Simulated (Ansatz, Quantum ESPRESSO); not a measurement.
# Complex bands of CdTe, zinc blende type, lattice constant set to 6.52 Å, part 2 of 3

Aim: how fast states decay in the gap of CdTe, zinc blende type, lattice constant set to 6.52 Å.

Quantum ESPRESSO 7.5; plane-wave DFT, LDA, GBRV ultrasoft pseudopotentials; cross-check by Ansatz 0.2.0 with PAW datasets.

So far. Step 2 (SCF with pw.x): The run needed 9 iterations to bring the estimated error under 1e-09 Ry.

### 3. Complex band structure

Level of this step: complex band structure by pwcond; plane-wave DFT, LDA, GBRV ultrasoft pseudopotentials (Quantum ESPRESSO).

ikind = 0 solves one period of the crystal for all kz, real and complex, at each energy and k across. ewind and epsproj trim the two-dimensional plane-wave basis; nz1 sets the subslabs.

File cbs.in:

```
&inputcond
  outdir = './out'
  prefixl = 'scf'
  band_file = 'cbs'
  ikind = 0
  ewind = 4.0
  epsproj = 1e-05
  nz1 = 7
  energy0 = 4.93
  denergy = -0.17
/
4
  0.00000000 0.00000000 1.00000000
  0.50000000 0.00000000 1.00000000
  0.50000000 0.50000000 1.00000000
  0.25000000 0.00000000 1.00000000
42
```

Command:

```sh
OMP_NUM_THREADS=1 mpirun -n 2 pwcond.x -in cbs.in > cbs.out
```

The log of the run:

```text
[banner, memory and clock lines left out]
Program PWCOND v.7.5 starts

          URL

     ./out/scf.save/

     IMPORTANT: XC functional enforced from input :
     Exchange-correlation= PZ
                           (   1   1   0   0   0   0   0)
     Any further DFT definition will be discarded
     Please, verify this is what you really want

     negative rho (up, down):  3.824E-02 0.000E+00
     Reading collected, re-writing distributed wavefunctions

===== INPUT FILE containing the left lead =====

     GEOMETRY:

     lattice parameter (alat)  =       8.7123  a.u.
     the volume                =     935.2105 (a.u.)^3
     the cross section         =      75.9037 (a.u.)^2
     l of the unit cell        =       1.4142 (alat)
     number of atoms/cell      =            4
     number of atomic types    =            2

     crystal axes: (cart. coord. in units of alat)
               a(1) = (  1.0000  0.0000  0.0000 )
               a(2) = (  0.0000  1.0000  0.0000 )
               a(3) = (  0.0000  0.0000  1.4142 )

   Cartesian axes

     site n.     atom                  positions (alat units)
          1        Cd     tau(  1)=(  0.0000  0.0000  1.4142  )
          2        Te     tau(  2)=(  0.5000  0.0000  0.3536  )
          3        Cd     tau(  3)=(  0.5000  0.5000  0.7071  )
          4        Te     tau(  4)=(  0.0000  0.5000  1.0607  )

     nr1s                      =           36
     nr2s                      =           36
     nr3s                      =           50
     nr1sx                     =           36
     nr2sx                     =           36
     nr3sx                     =           50
     nr1                       =           40
     nr2                       =           40
     nr3                       =           60
     nr1x                      =           40
     nr2x                      =           40
     nr3x                      =           60

 _______________________________
  Radii of nonlocal spheres:

     type       ibeta     ang. mom.          radius (alat units)
       Cd         1         0                    0.2696
       Cd         2         0                    0.2696
       Cd         3         1                    0.2696
       Cd         4         1                    0.2696
       Cd         5         2                    0.2696
       Cd         6         2                    0.2696
       Te         1         0                    0.3039
       Te         2         0                    0.3039
       Te         3         1                    0.3039
       Te         4         1                    0.3039
       Te         5         2                    0.3039
----- General information -----

----- Complex band structure calculation -----

     nrx                       =           36
     nry                       =           36
     nz1                       =            7

     energy0               =         4.9E+00
     denergy               =        -1.7E-01
     nenergy               =         42
     ecut2d                =         4.0E+01
     ewind                 =         4.0E+00
     epsproj               =         1.0E-05

     number of k_|| points=    4
                       cryst. coord.
        k(    1) = (   0.0000000   0.0000000), wk =   0.2500000
        k(    2) = (   0.5000000   0.0000000), wk =   0.2500000
        k(    3) = (   0.5000000   0.5000000), wk =   0.2500000
        k(    4) = (   0.2500000   0.0000000), wk =   0.2500000
----- Information about left lead -----

     nocros                   =           18
     noins                    =           44
     norb                     =           80
     norbf                    =           80
     nrz                      =           50

      iorb      type   ibeta   ang. mom.   m       position (alat)
        1        1       1        0        1   taunew(   1)=(  0.0000  0.0000  0.0000)
        2        1       2        0        1   taunew(   2)=(  0.0000  0.0000  0.0000)
        3        1       3        1        1   taunew(   3)=(  0.0000  0.0000  0.0000)
        4        1       3        1        2   taunew(   4)=(  0.0000  0.0000  0.0000)
        5        1       3        1        3   taunew(   5)=(  0.0000  0.0000  0.0000)
        6        1       4        1        1   taunew(   6)=(  0.0000  0.0000  0.0000)
        7        1       4        1        2   taunew(   7)=(  0.0000  0.0000  0.0000)
        8        1       4        1        3   taunew(   8)=(  0.0000  0.0000  0.0000)
        9        1       5        2        1   taunew(   9)=(  0.0000  0.0000  0.0000)
       10        1       5        2        2   taunew(  10)=(  0.0000  0.0000  0.0000)
       11        1       5        2        3   taunew(  11)=(  0.0000  0.0000  0.0000)
       12        1       5        2        4   taunew(  12)=(  0.0000  0.0000  0.0000)
       13        1       5        2        5   taunew(  13)=(  0.0000  0.0000  0.0000)
       14        1       6        2        1   taunew(  14)=(  0.0000  0.0000  0.0000)
       15        1       6        2        2   taunew(  15)=(  0.0000  0.0000  0.0000)
       16        1       6        2        3   taunew(  16)=(  0.0000  0.0000  0.0000)
       17        1       6        2        4   taunew(  17)=(  0.0000  0.0000  0.0000)
       18        1       6        2        5   taunew(  18)=(  0.0000  0.0000  0.0000)
       19        2       1        0        1   taunew(  19)=(  0.5000  0.0000  0.3536)
       20        2       2        0        1   taunew(  20)=(  0.5000  0.0000  0.3536)
       21        2       3        1        1   taunew(  21)=(  0.5000  0.0000  0.3536)
       22        2       3        1        2   taunew(  22)=(  0.5000  0.0000  0.3536)
       23        2       3        1        3   taunew(  23)=(  0.5000  0.0000  0.3536)
       24        2       4        1        1   taunew(  24)=(  0.5000  0.0000  0.3536)
       25        2       4        1        2   taunew(  25)=(  0.5000  0.0000  0.3536)
       26        2       4        1        3   taunew(  26)=(  0.5000  0.0000  0.3536)
       27        2       5        2        1   taunew(  27)=(  0.5000  0.0000  0.3536)
       28        2       5        2        2   taunew(  28)=(  0.5000  0.0000  0.3536)
       29        2       5        2        3   taunew(  29)=(  0.5000  0.0000  0.3536)
       30        2       5        2        4   taunew(  30)=(  0.5000  0.0000  0.3536)
       31        2       5        2        5   taunew(  31)=(  0.5000  0.0000  0.3536)
       32        1       1        0        1   taunew(  32)=(  0.5000  0.5000  0.7071)
       33        1       2        0        1   taunew(  33)=(  0.5000  0.5000  0.7071)
[...]
72        1       5        2        2   taunew(  72)=(  0.0000  0.0000  1.4142)
       73        1       5        2        3   taunew(  73)=(  0.0000  0.0000  1.4142)
       74        1       5        2        4   taunew(  74)=(  0.0000  0.0000  1.4142)
       75        1       5        2        5   taunew(  75)=(  0.0000  0.0000  1.4142)
       76        1       6        2        1   taunew(  76)=(  0.0000  0.0000  1.4142)
       77        1       6        2        2   taunew(  77)=(  0.0000  0.0000  1.4142)
       78        1       6        2        3   taunew(  78)=(  0.0000  0.0000  1.4142)
       79        1       6        2        4   taunew(  79)=(  0.0000  0.0000  1.4142)
       80        1       6        2        5   taunew(  80)=(  0.0000  0.0000  1.4142)
    k slab    z(k)  z(k+1)     crossing(iorb=1,norb)
    1   0.0000 0.0283 0.0283   11111111111111111100000000000000000000000000000000000000000000000000000000000000
    2   0.0283 0.0566 0.0283   11111111111111111111111111111110000000000000000000000000000000000000000000000000
    3   0.0566 0.0849 0.0283   11111111111111111111111111111110000000000000000000000000000000000000000000000000
    4   0.0849 0.1131 0.0283   11111111111111111111111111111110000000000000000000000000000000000000000000000000
    5   0.1131 0.1414 0.0283   11111111111111111111111111111110000000000000000000000000000000000000000000000000
    6   0.1414 0.1697 0.0283   11111111111111111111111111111110000000000000000000000000000000000000000000000000
    7   0.1697 0.1980 0.0283   11111111111111111111111111111110000000000000000000000000000000000000000000000000
    8   0.1980 0.2263 0.0283   11111111111111111111111111111110000000000000000000000000000000000000000000000000
    9   0.2263 0.2546 0.0283   11111111111111111111111111111110000000000000000000000000000000000000000000000000
   10   0.2546 0.2828 0.0283   11111111111111111111111111111110000000000000000000000000000000000000000000000000
   11   0.2828 0.3111 0.0283   00000000000000000011111111111110000000000000000000000000000000000000000000000000
   12   0.3111 0.3394 0.0283   00000000000000000011111111111110000000000000000000000000000000000000000000000000
   13   0.3394 0.3677 0.0283   00000000000000000011111111111110000000000000000000000000000000000000000000000000
   14   0.3677 0.3960 0.0283   00000000000000000011111111111110000000000000000000000000000000000000000000000000
   15   0.3960 0.4243 0.0283   00000000000000000011111111111110000000000000000000000000000000000000000000000000
   16   0.4243 0.4525 0.0283   00000000000000000011111111111111111111111111111110000000000000000000000000000000
   17   0.4525 0.4808 0.0283   00000000000000000011111111111111111111111111111110000000000000000000000000000000
   18   0.4808 0.5091 0.0283   00000000000000000011111111111111111111111111111110000000000000000000000000000000
   19   0.5091 0.5374 0.0283   00000000000000000011111111111111111111111111111110000000000000000000000000000000
   20   0.5374 0.5657 0.0283   00000000000000000011111111111111111111111111111110000000000000000000000000000000
   21   0.5657 0.5940 0.0283   00000000000000000011111111111111111111111111111110000000000000000000000000000000
   22   0.5940 0.6223 0.0283   00000000000000000011111111111111111111111111111110000000000000000000000000000000
   23   0.6223 0.6505 0.0283   00000000000000000011111111111111111111111111111110000000000000000000000000000000
   24   0.6505 0.6788 0.0283   00000000000000000011111111111111111111111111111110000000000000000000000000000000
   25   0.6788 0.7071 0.0283   00000000000000000000000000000001111111111111111110000000000000000000000000000000
   26   0.7071 0.7354 0.0283   00000000000000000000000000000001111111111111111110000000000000000000000000000000
   27   0.7354 0.7637 0.0283   00000000000000000000000000000001111111111111111111111111111111000000000000000000
   28   0.7637 0.7920 0.0283   00000000000000000000000000000001111111111111111111111111111111000000000000000000
   29   0.7920 0.8202 0.0283   00000000000000000000000000000001111111111111111111111111111111000000000000000000
   30   0.8202 0.8485 0.0283   00000000000000000000000000000001111111111111111111111111111111000000000000000000
   31   0.8485 0.8768 0.0283   00000000000000000000000000000001111111111111111111111111111111000000000000000000
   32   0.8768 0.9051 0.0283   00000000000000000000000000000001111111111111111111111111111111000000000000000000
   33   0.9051 0.9334 0.0283   00000000000000000000000000000001111111111111111111111111111111000000000000000000
   34   0.9334 0.9617 0.0283   00000000000000000000000000000001111111111111111111111111111111000000000000000000
   35   0.9617 0.9899 0.0283   00000000000000000000000000000001111111111111111111111111111111000000000000000000
   36   0.9899 1.0182 0.0283   00000000000000000000000000000000000000000000000001111111111111000000000000000000
   37   1.0182 1.0465 0.0283   00000000000000000000000000000000000000000000000001111111111111000000000000000000
   38   1.0465 1.0748 0.0283   00000000000000000000000000000000000000000000000001111111111111000000000000000000
   39   1.0748 1.1031 0.0283   00000000000000000000000000000000000000000000000001111111111111000000000000000000
   40   1.1031 1.1314 0.0283   00000000000000000000000000000000000000000000000001111111111111000000000000000000
   41   1.1314 1.1597 0.0283   00000000000000000000000000000000000000000000000001111111111111111111111111111111
   42   1.1597 1.1879 0.0283   00000000000000000000000000000000000000000000000001111111111111111111111111111111
   43   1.1879 1.2162 0.0283   00000000000000000000000000000000000000000000000001111111111111111111111111111111
   44   1.2162 1.2445 0.0283   00000000000000000000000000000000000000000000000001111111111111111111111111111111
   45   1.2445 1.2728 0.0283   00000000000000000000000000000000000000000000000001111111111111111111111111111111
   46   1.2728 1.3011 0.0283   00000000000000000000000000000000000000000000000001111111111111111111111111111111
   47   1.3011 1.3294 0.0283   00000000000000000000000000000000000000000000000001111111111111111111111111111111
   48   1.3294 1.3576 0.0283   00000000000000000000000000000000000000000000000001111111111111111111111111111111
   49   1.3576 1.3859 0.0283   00000000000000000000000000000000000000000000000001111111111111111111111111111111
   50   1.3859 1.4142 0.0283   00000000000000000000000000000000000000000000000000000000000000111111111111111111
 ngper, shell number =          241          35
 ngper, n2d =          241         241
---  E-Ef =    4.9300000  k =    0.0000000   0.0000000
---  ie =          1  ik =          1
 Nchannels of the left tip =            2
 Right moving states:
   k1(2pi/a)   k2(2pi/a)   E-Ef (eV)
   0.2208967   0.0000000   4.9300000
   0.2208967   0.0000000   4.9300000
 Left moving states:
   k1(2pi/a)   k2(2pi/a)   E-Ef (eV)
  -0.2208967   0.0000000   4.9300000
  -0.2208967   0.0000000   4.9300000

---  E-Ef =    4.7600000  k =    0.0000000   0.0000000
---  ie =          2  ik =          1
 Nchannels of the left tip =            2
 Right moving states:
   k1(2pi/a)   k2(2pi/a)   E-Ef (eV)
   0.1717004   0.0000000   4.7600000
   0.1717004   0.0000000   4.7600000
 Left moving states:
   k1(2pi/a)   k2(2pi/a)   E-Ef (eV)
  -0.1717004   0.0000000   4.7600000
  -0.1717004   0.0000000   4.7600000
[... further energies and points left out ...]
---  E-Ef =   -1.8700000  k =    0.2500000   0.0000000
---  ie =         41  ik =          4
 Nchannels of the left tip =            1
 Right moving states:
   k1(2pi/a)   k2(2pi/a)   E-Ef (eV)
   0.3057981   0.0000000  -1.8700000
 Left moving states:
   k1(2pi/a)   k2(2pi/a)   E-Ef (eV)
  -0.3057980   0.0000000  -1.8700000

---  E-Ef =   -2.0400000  k =    0.2500000   0.0000000
---  ie =         42  ik =          4
 Nchannels of the left tip =            1
 Right moving states:
   k1(2pi/a)   k2(2pi/a)   E-Ef (eV)
   0.2587779   0.0000000  -2.0400000
 Left moving states:
   k1(2pi/a)   k2(2pi/a)   E-Ef (eV)
  -0.2587779   0.0000000  -2.0400000

Note: The following floating-point exceptions are signalling: IEEE_UNDERFLOW_FLAG IEEE_DENORMAL
Note: The following floating-point exceptions are signalling: IEEE_UNDERFLOW_FLAG IEEE_DENORMAL
```

The job ended after 8.3 min (2 MPI ranks of Intel Xeon Platinum 8488C (Sapphire Rapids), shared host; peak memory 0.26 GiB).

Read from the output:

```
peak of the smallest κ at the zone centre : 0.033 Å⁻¹
peak of the smallest κ at (1/2, 0)        : 0.181 Å⁻¹
peak of the smallest κ at (1/2, 1/2)      : 0.336 Å⁻¹
peak of the smallest κ at (1/4, 0)        : 0.183 Å⁻¹
```

K across = (0, 0) in the cell's reciprocal vectors; values within 0.0025 1/Å of each other count once, columns are sorted by size at each energy, a dash where no further value was kept. The Im kz of the slowest decaying states by energy, zero at the highest filled level of the SCF mesh:

```csv
energy (eV),decay 1 (Å⁻¹),decay 2 (Å⁻¹),decay 3 (Å⁻¹)
-2.04,0.231,1.07,1.37
-1.87,0.088,1.05,1.36
-1.70,1.03,1.35,1.64
-1.53,1.00,1.34,1.67
-1.36,0.979,1.33,1.71
-1.02,0.93,1.31,1.72
-0.85,0.905,1.3,1.73
-0.68,0.879,1.29,1.73
-0.51,0.853,1.28,1.74
-0.34,0.826,1.27,1.74
-0.17,0.799,1.26,1.74
0.00,0.006,0.016,0.772
0.17,0.033,0.147,0.744
0.34,0.029,0.2,0.715
0.68,0.265,0.655,1.2
0.85,0.286,0.622,1.19
1.02,0.303,0.589,1.18
1.19,0.316,0.553,1.16
1.36,0.326,0.515,1.15
1.53,0.334,0.474,1.14
1.70,0.339,0.429,1.13
1.87,0.342,0.378,1.11
2.04,0.318,0.343,1.1
2.21,0.242,0.342,1.09
2.55,0.335,1.06,1.8
2.72,0.328,1.05,1.80
2.89,0.068,0.32,1.03
3.06,0.081,0.31,1.02
3.23,0.131,0.297,1.00
3.40,0.169,0.282,0.989
3.57,0.193,0.264,0.975
3.74,0.21,0.243,0.96
3.91,0.217,0.222,0.946
4.25,0.143,0.236,0.916
4.42,0.074,0.239,0.901
4.59,0.082,0.24,0.885
4.76,0.125,0.239,0.87
4.93,0.15,0.236,0.854
```

K across = (0, 0) in the cell's reciprocal vectors. The Re kz of states that move upwards by energy, zero at the highest filled level of the SCF mesh:

```csv
energy (eV),channel 1 (Å⁻¹),channel 2 (Å⁻¹),channel 3 (Å⁻¹)
-2.04,-0.358,-,-
-1.87,-0.329,-,-
-1.53,-0.272,0.298,0.298
-1.36,-0.244,0.374,0.374
-1.02,-0.462,-0.462,-0.189
-0.85,-0.404,-0.404,-0.161
-0.68,-0.348,-0.348,-0.134
-0.34,-0.228,-0.228,-0.0783
-0.17,-0.155,-0.155,-0.0487
0.00,-,-,-
0.17,-,-,-
0.34,-,-,-
0.68,0.0597,-,-
0.85,0.0878,-,-
1.02,0.115,-,-
1.36,0.168,-,-
1.53,0.195,-,-
1.87,0.250,-,-
2.04,0.279,-,-
2.21,0.310,-,-
2.55,0.0549,0.298,0.382
2.72,0.171,0.414,0.438
3.06,0.381,-,-
3.23,-0.432,-,-
3.57,-0.320,-,-
3.74,-0.273,-,-
3.91,-0.227,-,-
4.25,-0.131,-,-
4.42,-0.0639,-,-
4.76,0.165,0.165,-
4.93,0.213,0.213,-
```

K across = (1/2, 0) in the cell's reciprocal vectors; values within 0.0025 1/Å of each other count once, columns are sorted by size at each energy, a dash where no further value was kept. Im kz of the slowest decaying states against energy, zero at the highest filled level of the SCF mesh:

```csv
energy (eV),decay 1 (Å⁻¹),decay 2 (Å⁻¹),decay 3 (Å⁻¹)
-2.04,0.879,1.36,1.72
-1.87,0.843,1.31,1.73
-1.53,0.759,1.23,1.72
-1.36,0.705,1.20,1.71
-1.02,0.54,1.14,1.68
-0.85,0.327,1.11,1.67
-0.68,0.071,0.387,1.08
-0.34,0.142,0.581,1.03
-0.17,0.159,0.616,1.00
0.00,0.171,0.638,0.979
0.17,0.178,0.653,0.954
0.34,0.181,0.662,0.929
0.68,0.177,0.67,0.88
0.85,0.168,0.671,0.856
1.02,0.156,0.669,0.831
1.36,0.109,0.66,0.782
1.53,0.058,0.654,0.756
1.87,0.637,0.705,1.52
2.04,0.627,0.679,1.51
2.21,0.616,0.652,1.50
2.55,0.59,0.595,1.47
2.72,0.565,0.576,1.45
3.06,0.093,0.499,0.543
3.23,0.143,0.462,0.524
3.57,0.22,0.367,0.483
3.74,0.282,0.459,1.36
3.91,0.267,0.434,1.34
4.25,0.225,0.373,1.31
4.42,0.194,0.337,1.29
4.76,0.079,0.243,1.25
4.93,0.171,1.23,1.49
```

K across = (1/2, 1/2) in the cell's reciprocal vectors; values within 0.0025 1/Å of each other count once, columns are sorted by size at each energy, a dash where no further value was kept. Table of Im kz of the slowest decaying states by energy, zero at the highest filled level of the SCF mesh:

```csv
energy (eV),decay 1 (Å⁻¹),decay 2 (Å⁻¹),decay 3 (Å⁻¹)
-2.04,1.53,1.77,1.82
-1.87,1.52,1.81,-
-1.53,0.215,0.234,1.51
-1.36,0.253,0.272,1.50
-1.02,0.298,0.314,1.49
-0.85,0.312,0.326,1.48
-0.68,0.322,0.334,1.48
-0.34,0.333,0.342,1.46
-0.17,0.335,0.342,1.46
0.00,0.336,0.341,1.45
0.17,0.334,0.337,1.44
0.34,0.33,1.43,1.66
0.68,0.317,1.42,1.64
0.85,0.307,0.31,1.41
1.02,0.295,0.3,1.40
1.36,0.266,0.273,1.38
1.53,0.248,0.257,1.38
1.87,0.203,0.215,1.36
2.04,0.173,0.187,1.35
2.21,0.135,0.153,1.34
2.55,1.32,1.50,1.61
2.72,1.31,1.49,1.60
3.06,1.29,1.46,1.59
3.23,1.28,1.44,1.58
3.57,1.26,1.42,1.57
3.74,1.25,1.40,1.56
3.91,1.23,1.39,1.56
4.25,0.079,1.21,1.36
4.42,0.102,1.20,1.34
4.76,0.044,0.125,1.17
4.93,0.05,0.129,1.16
```

K across = (1/4, 0) in the cell's reciprocal vectors; values within 0.0025 1/Å of each other count once, columns are sorted by size at each energy, a dash where no further value was kept. The Im kz of the slowest decaying states by energy, zero at the highest filled level of the SCF mesh:

```csv
energy (eV),decay 1 (Å⁻¹),decay 2 (Å⁻¹),decay 3 (Å⁻¹)
-2.04,0.059,0.403,1.25
-1.87,0.103,0.333,1.24
-1.53,0.027,0.133,1.20
-1.36,0.135,1.12,1.23
-1.02,0.108,1.03,1.20
-0.85,0.066,0.992,1.18
-0.68,0.959,1.17,1.23
-0.34,0.075,0.896,1.13
-0.17,0.065,0.122,0.866
0.00,0.148,0.197,0.837
0.17,0.165,0.264,0.808
0.34,0.176,0.311,0.78
0.68,0.183,0.376,0.722
0.85,0.181,0.4,0.692
1.02,0.174,0.42,0.662
1.36,0.145,0.452,0.599
1.53,0.116,0.464,0.566
1.87,0.482,0.492,0.877
2.04,0.45,0.488,0.853
2.21,0.101,0.402,0.494
2.55,0.154,0.266,0.5
2.72,0.096,0.166,0.501
3.06,0.175,0.5,0.69
3.23,0.174,0.197,0.496
3.57,0.161,0.208,0.482
3.74,0.148,0.203,0.468
3.91,0.13,0.19,0.446
4.25,0.058,0.118,0.292
4.42,0.192,0.314,0.508
4.76,0.121,0.245,0.487
4.93,0.242,0.477,0.528
```

The program's own clock; routines nest. Time by routine:

```csv
routine,wall time (s),calls
PWCOND,494.6,1
scatter_forw,282.1,168
compbs,206.6,168
compbs_2,199.1,168
local,4.99,4
init,0.9,1
poten,0.26,1
```

[end of part 2 of 3]

[Logs are printed without paths, hosts, clocks, repeated set-up lines and the standing remarks that a program may print on its own settings, such as how far it seeks lower states.]

[Hosts, paths, dates, database ids (printed as entryN), source tags and the programs' standing remarks are cut or masked in the printed files.]

[Maps of the electrostatic potential energy from Ansatz leave out the sawtooth potential of an applied field or a dipole correction, so their vacuum need not be flat; planar profiles and work functions include it.]
